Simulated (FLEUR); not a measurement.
# Collinear magnetic orders of CrO2 with FLEUR

Wanted: the moments of CrO2 and the energy of each order that was tried.

Program: FLEUR MaX-R8.1. Level of theory: PBEsol with U = 3.5 eV on Cr d; all-electron FLAPW, Dirac cores, scalar-relativistic bands. Results are calculated unless marked as measured.

## Step 1: Starting point

It takes space group P4_2/mnm (No. 136, tetragonal). Conventional cell: a = 4.421 Å, b = 4.421 Å, c = 2.917 Å, α = 90.00°, β = 90.00°, γ = 90.00°. Cr has 6 O at 1.88 to 1.92 Å nearest. Nearest to O lie 3 Cr at 1.88 to 1.92 Å. Farther neighbours and most contacts between anions are not listed.

Coordinates:

```xyz
6
Lattice="4.4210 0.0000 0.0000 0.0000 4.4210 0.0000 0.0000 0.0000 2.9170" Properties=species:S:1:pos:R:3 pbc="T T T"
Cr    0.0000    0.0000    0.0000
Cr    2.2105    2.2105    1.4585
O     1.3307    1.3307    0.0000
O     0.8798    3.5412    1.4585
O     3.0903    3.0903    0.0000
O     3.5412    0.8798    1.4585
```

## Step 2: Start 1: ferro ++

The parallel start comes first: it shows whether parallel moments hold. The U counters the self-interaction that shrinks the moments of a localised shell.

inpgen writes inp.xml from crystal.txt; cutoffs, mixing, functional, smearing and local orbitals are then set in the file. The k list default-1 (kpts.xml, not shown) is a Γ-centred 8×8×8 mesh; where the ranks do not divide the number of points, some are split in two of half the weight.

inp.xml reads:

```
<?xml version="1.0" encoding="UTF-8" standalone="no"?>
<fleurInput fleurInputVersion="0.39">
   <comment>
      CrO2
   </comment>
   <calculationSetup>
      <cutoffs Kmax="4.4" Gmax="13.2" GmaxXC="13.2" numbands="0"/>
      <scfLoop itmax="130" minDistance="0.0001" maxIterBroyd="15" imix="Anderson" alpha="0.05" precondParam="0.0" spinf="2.0" sdNocoIR="T"/>
      <coreElectrons ctail="T" frcor="F" kcrel="0" coretail_lmax="0"/>
      <xcFunctional name="PBEs" relativisticCorrections="F"/>
      <magnetism jspins="2"/>
      <soc l_soc="F" theta="0.0" phi="0.0" spav="F"/>
      <expertModes spex="0" secvar="F"/>
      <geometryOptimization l_f="F" forcealpha="1.0" forcemix="BFGS" epsdisp="0.00001" epsforce="0.00001"/>
      <ldaU l_linMix="F" mixParam="0.05" spinf="1.0"/>
   </calculationSetup>
   <cell>
      <bzIntegration valenceElectrons="52.0" mode="hist" fermiSmearingEnergy="0.00183747">
         <kPointListSelection listName="default-1"/>
         <xi:include xmlns:xi="http://www.w3.org/2001/XInclude" href="kpts.xml"> </xi:include>
      </bzIntegration>
      <xi:include xmlns:xi="http://www.w3.org/2001/XInclude" href="sym.xml"> </xi:include>
      <bulkLattice scale="1.0">
         <bravaisMatrix>
            <row-1>    8.3544791968565999     0.0000000000000000     0.0000000000000000</row-1>
            <row-2>    0.0000000000000000     8.3544791968565999     0.0000000000000000</row-2>
            <row-3>    0.0000000000000000     0.0000000000000000     5.5123311054581992</row-3>
         </bravaisMatrix>
      </bulkLattice>
   </cell>
   <atomSpecies>
      <species name="Chromium (3.000" element="Cr" atomicNumber="24">
         <mtSphere radius="2.22" gridPoints="735" logIncrement="0.016"/>
         <atomicCutoffs lmax="8" lnonsphr="6"/>
         <electronConfig flipSpins="F">
            <coreConfig>(1s1/2) (2s1/2) (2p1/2) (2p3/2)</coreConfig>
            <valenceConfig>(3s1/2) (3p1/2) (3p3/2) (4s1/2) (3d3/2) (3d5/2)</valenceConfig>
            <stateOccupation state="(4s1/2)" spinUp="0.5" spinDown="0.5"/>
            <stateOccupation state="(3d3/2)" spinUp="1.0" spinDown="1.0"/>
            <stateOccupation state="(3d5/2)" spinUp="3.0" spinDown="0.0"/>
         </electronConfig>
         <energyParameters s="4" p="4" d="3" f="4"/>
         <ldaU l="2" U="3.5" J="0.0" l_amf="F"/>
         <lo type="SCLO" l="0" n="3" eDeriv="0"/>
         <lo type="SCLO" l="1" n="3" eDeriv="0"/>
      </species>
      <species name="Oxygen (O)" element="O" atomicNumber="8">
         <mtSphere radius="1.25" gridPoints="415" logIncrement="0.025"/>
         <atomicCutoffs lmax="6" lnonsphr="4"/>
         <electronConfig flipSpins="F">
            <coreConfig>(1s1/2)</coreConfig>
            <valenceConfig>(2s1/2) (2p1/2) (2p3/2)</valenceConfig>
            <stateOccupation state="(2p1/2)" spinUp="0.666667" spinDown="0.666667"/>
            <stateOccupation state="(2p3/2)" spinUp="1.333333" spinDown="1.333333"/>
         </electronConfig>
         <energyParameters s="2" p="2" d="3" f="4"/>
      </species>
   </atomSpecies>
   <atomGroups>
      <atomGroup species="Chromium (3.000">
         <relPos label="                   1">.0000000000 .0000000000 .0000000000</relPos>
         <relPos label="                   2">1.000/2.000 1.000/2.000 1.000/2.000</relPos>
         <force calculate="T" relaxXYZ="TTT"/>
      </atomGroup>
      <atomGroup species="Oxygen (O)">
         <relPos label="                   3">.3010000000 .3010000000 .0000000000</relPos>
         <relPos label="                   4">.1990000000 -.1990000000 1.000/2.000</relPos>
         <relPos label="                   5">-.3010000000 -.3010000000 .0000000000</relPos>
         <relPos label="                   6">-.1990000000 .1990000000 1.000/2.000</relPos>
         <force calculate="T" relaxXYZ="TTT"/>
      </atomGroup>
   </atomGroups>
   <output dos="F" band="F" slice="F">
      <bandDOS minEnergy="-.5*Htr" maxEnergy="0.5*Htr" sigma="0.015" storeEVData="T"/>
      <plotting iplot="0" polar="F">
         <plot TwoD="T" vec1="  1.0  0.0  0.0" vec2="  0.0  1.0  0.0" vec3="  0.0  0.0  1.0" zero="  0.0  0.0  0.0" file="plot"/>
      </plotting>
      <moessbauerParams electricFieldGradient="F" isomerShift="F" coreHyperfine="F" valenceHyperfine="F"/>
   </output>
</fleurInput>
```

crystal.txt reads:

```
CrO2
&input film=F cartesian=F /
4.42100000000  0.00000000000  0.00000000000
0.00000000000  4.42100000000  0.00000000000
0.00000000000  0.00000000000  2.91700000000
1.8897261246
1.0 1.0 1.0

6
24 0.00000000000  0.00000000000  0.00000000000 : 3.000
24 0.50000000000  0.50000000000  0.50000000000 : 3.000
8 0.30100000000  0.30100000000  0.00000000000
8 0.19900000000  0.80100000000  0.50000000000
8 0.69900000000  0.69900000000  0.00000000000
8 0.80100000000  0.19900000000  0.50000000000

&kpt div1=8 div2=8 div3=8 gamma=T /
```

Run with:

```sh
$ OMP_NUM_THREADS=1 inpgen -f crystal.txt > inpgen.log  # inp.xml is then edited as shown
$ OMP_NUM_THREADS=1 mpirun -n 4 fleur_MPI > fleur.log
```

What it wrote:

```text
Welcome to FLEUR        (www.flapw.de)
      MaX-Release 8.1          (www.max-centre.eu)

 ========== k-point set info ==========
 Selected k-point list: default-1
 k-point list type: mesh
 0 x 0 x 0
 Number of k points: 76

 ------------Calculation Setup---------------------------
 Number of MPI-tasks      :            4
 Number of PE/node        :            4
 Number of OMP-threads    :            1
 k-points in parallel     :            4
 pe's per k-point         :            1
 No of k-point loops      :           19
 Eigenvalue solver        :       lapack
 Number of basis functions:          608
 Approximate size of matrices (H+S) per k-point:         0.006 GB
 --------------------------------------------------------
 no density matrix found ... skipping LDA+U
 Reset of history
 Iteration:     1   Distance:      51.21455977 me/bohr^3
 Iteration:     2   Distance:      45.96114749 me/bohr^3
 Iteration:     3   Distance:      39.08313620 me/bohr^3
 Iteration:     4   Distance:      16.31777545 me/bohr^3
 Iteration:     5   Distance:      24.33809735 me/bohr^3
 Iteration:     6   Distance:      12.27365181 me/bohr^3
 Iteration:     7   Distance:       5.74327947 me/bohr^3
 Iteration:     8   Distance:       7.42036595 me/bohr^3
 Iteration:     9   Distance:       1.89528127 me/bohr^3
 Iteration:    10   Distance:       1.07920080 me/bohr^3
 Iteration:    11   Distance:       0.57858010 me/bohr^3
 Iteration:    12   Distance:       0.32242907 me/bohr^3
 Iteration:    13   Distance:       0.10315288 me/bohr^3
 Iteration:    14   Distance:       0.06484118 me/bohr^3
 Iteration:    15   Distance:       0.05292791 me/bohr^3
 Iteration:    16   Distance:       0.02330632 me/bohr^3
 Iteration:    17   Distance:       0.02173261 me/bohr^3
 Iteration:    18   Distance:       0.01390417 me/bohr^3
 Iteration:    19   Distance:       0.01136324 me/bohr^3
 Iteration:    20   Distance:       0.00470099 me/bohr^3
 Iteration:    21   Distance:       0.00376895 me/bohr^3
 Iteration:    22   Distance:       0.00173153 me/bohr^3
 Iteration:    23   Distance:       0.00026666 me/bohr^3
 Iteration:    24   Distance:       0.00025610 me/bohr^3
 Iteration:    25   Distance:       0.00007153 me/bohr^3

 ********************************************************************
 Run finished successfully
 Stop message:
   all done
 ********************************************************************

--- out.xml (last complete iteration) ---
<iteration numberForCurrentRun="   25" overallNumber="   25">
         [... left out ...]
         <bandgap value="0.0850528199" units="eV"/>
         <sumValenceSingleParticleEnergies value="-25.0731142227" units="Htr"/>
         <FermiEnergy value="0.2616435377" units="Htr"/>
         <valenceDensity>
            <mtCharges spin="1">
               <mtCharge atomType="1" total="7.3673265" s="1.1417281" p="3.1963674" d="2.9471485" f="0.0610663"/>
               <mtCharge atomType="2" total="1.8783437" s="0.6088940" p="1.2662211" d="0.0028060" f="0.0003621"/>
            </mtCharges>
            <mtCharges spin="2">
               <mtCharge atomType="1" total="5.1084509" s="1.1233228" p="3.1751965" d="0.7257238" f="0.0609316"/>
               <mtCharge atomType="2" total="2.0097424" s="0.6144612" p="1.3939406" d="0.0011263" f="0.0001807"/>
            </mtCharges>
            <spinDependentCharge spin="1" total="28.0000000" interstitial="5.7519724" mtSpheres="22.2480276"/>
            <spinDependentCharge spin="2" total="24.0000000" interstitial="5.7441286" mtSpheres="18.2558714"/>
            <totalCharge value="52.0000000000"/>
         </valenceDensity>
         [... left out ...]
         <allElectronCharges>
            <spinDependentCharge spin="1" total="42.0000000" interstitial="5.7519874" mtSpheres="36.2480126"/>
            <spinDependentCharge spin="2" total="38.0000000" interstitial="5.7441436" mtSpheres="32.2558564"/>
            <totalCharge value="79.9999999946"/>
         </allElectronCharges>
         <magneticMomentsInMTSpheres units="muBohr">
            <globalMagMoment atomType="1" vec="0.00000   0.00000   2.25888"/>
            <localMagMoment atomType="1" vec="0.00000   0.00000   2.25888"/>
            <globalMagMoment atomType="2" vec="0.00000   0.00000  -0.13140"/>
            <localMagMoment atomType="2" vec="0.00000   0.00000  -0.13140"/>
         </magneticMomentsInMTSpheres>
         <moessbauerParams unitsHFF="kG" unitsIS="e/bohr^3" unitsEFG="Htr/bohr^2">
         </moessbauerParams>
         <totalEnergy value="    -2399.5355527631" units="Htr">
            <sumOfEigenvalues value="    -1373.7806812578">
               <coreElectrons value="-1348.7075670351"/>
               <valenceElectrons value="-25.0731142227"/>
            </sumOfEigenvalues>
            <densityCoulombPotentialIntegral value="-3628.0225592879"/>
            <densityEffectivePotentialIntegral value="-3795.8936291431"/>
            <chargeDenXCDenIntegral value="-128.4633370629"/>
            <FockExchangeEnergyValence value="0.0000000000"/>
            <FockExchangeEnergyCore value="0.0000000000"/>
            <atomTypeDependentContributions atomType="1">
               <electronNucleiInteractionDifferentMTs value="2494.4470962282"/>
               <MadelungTerm value="-21.1099846924"/>
            </atomTypeDependentContributions>
            <atomTypeDependentContributions atomType="2">
               <electronNucleiInteractionDifferentMTs value="337.0354771400"/>
               <MadelungTerm value="-26.8597923601"/>
            </atomTypeDependentContributions>
            <dftUCorrection value="-0.2784664790"/>
            <tkbTimesEntropy value="0.0001921232"/>
            <freeEnergy value="-2399.5357448863"/>
            <extrapolationTo0K value="-2399.5356488247"/>
         </totalEnergy>
         <ldaUDensityMatrix>
            <densityMatrixFor spin="1" atomType="1" uIndex="1" l="2" U="3.50000000" J="0.00000000">
               (+0.51316,+0.00000) (+0.00000,+0.00000) (+0.00000,+0.17844) (+0.00000,+0.00000) (-0.03340,+0.00000)
               (+0.00000,+0.00000) (+0.58527,+0.00000) (+0.00000,+0.00000) (+0.00000,-0.24230) (+0.00000,+0.00000)
               (+0.00000,-0.17844) (+0.00000,+0.00000) (+0.75028,+0.00000) (+0.00000,+0.00000) (+0.00000,+0.17844)
               (+0.00000,+0.00000) (+0.00000,+0.24230) (+0.00000,+0.00000) (+0.58527,+0.00000) (+0.00000,+0.00000)
               (-0.03340,+0.00000) (+0.00000,+0.00000) (+0.00000,-0.17844) (+0.00000,+0.00000) (+0.51316,+0.00000)
            </densityMatrixFor>
            <densityMatrixFor spin="2" atomType="1" uIndex="1" l="2" U="3.50000000" J="0.00000000">
               (+0.14565,+0.00000) (+0.00000,+0.00000) (+0.00000,-0.06393) (+0.00000,+0.00000) (-0.05094,+0.00000)
               (+0.00000,+0.00000) (+0.16171,+0.00000) (+0.00000,+0.00000) (+0.00000,+0.08575) (+0.00000,+0.00000)
               (+0.00000,+0.06393) (+0.00000,+0.00000) (+0.11100,+0.00000) (+0.00000,+0.00000) (+0.00000,-0.06393)
               (+0.00000,+0.00000) (+0.00000,-0.08575) (+0.00000,+0.00000) (+0.16171,+0.00000) (+0.00000,+0.00000)
               (-0.05094,+0.00000) (+0.00000,+0.00000) (+0.00000,+0.06393) (+0.00000,+0.00000) (+0.14565,+0.00000)
            </densityMatrixFor>
         </ldaUDensityMatrix>
         <ldaUDensityMatrixConvergence>
            <distance spin="1" distance="0.000003"/>
            <distance spin="2" distance="0.000001"/>
         </ldaUDensityMatrixConvergence>
         <densityConvergence units="me/bohr^3">
            <chargeDensity spin="1" distance="0.0000610293"/>
            <chargeDensity spin="2" distance="0.0000220080"/>
            <overallChargeDensity distance="0.0000715310"/>
            <spinDensity distance="0.0000574558"/>
         </densityConvergence>
      </iteration>
```

Wall time 2.1 min (4 MPI ranks of Arm Neoverse V1, shared host); peak memory 0.27 GiB.

Spin moment in the muffin-tin sphere by atom:

| atom | spin moment in the muffin-tin sphere (μB) |
| --- | --- |
| Cr1 | 2.26 |
| Cr2 | 2.26 |
| O3 | -0.13 |
| O4 | -0.13 |
| O5 | -0.13 |
| O6 | -0.13 |

This step gave:

| Quantity | Value |
| --- | --- |
| free energy | -65294.6940 eV |
| program's band gap on this mesh (in a metal only a level spacing) | 0.08505 eV |
| magnetization | 4 μB |
| final state | ferromagnetic, with opposed induced moments |

After 25 cycles the largest moment stands at 2.26 μB.

(Continued in part 2 of 2.)

[Logs and program files are shortened in this print: banners, set-up blocks, solver, clock and traceback lines can be left out without a mark of their own.]

[Logs are printed without paths, hosts, clocks, repeated set-up lines and the standing remarks that a program may print on its own settings, such as how far it seeks lower states.]

[Hosts, paths, dates, database ids (printed as entryN), source tags and the programs' standing remarks are cut or masked in the printed files.]

[Where a cell is said to come from a database of computed structures, the database is the Materials Project.]
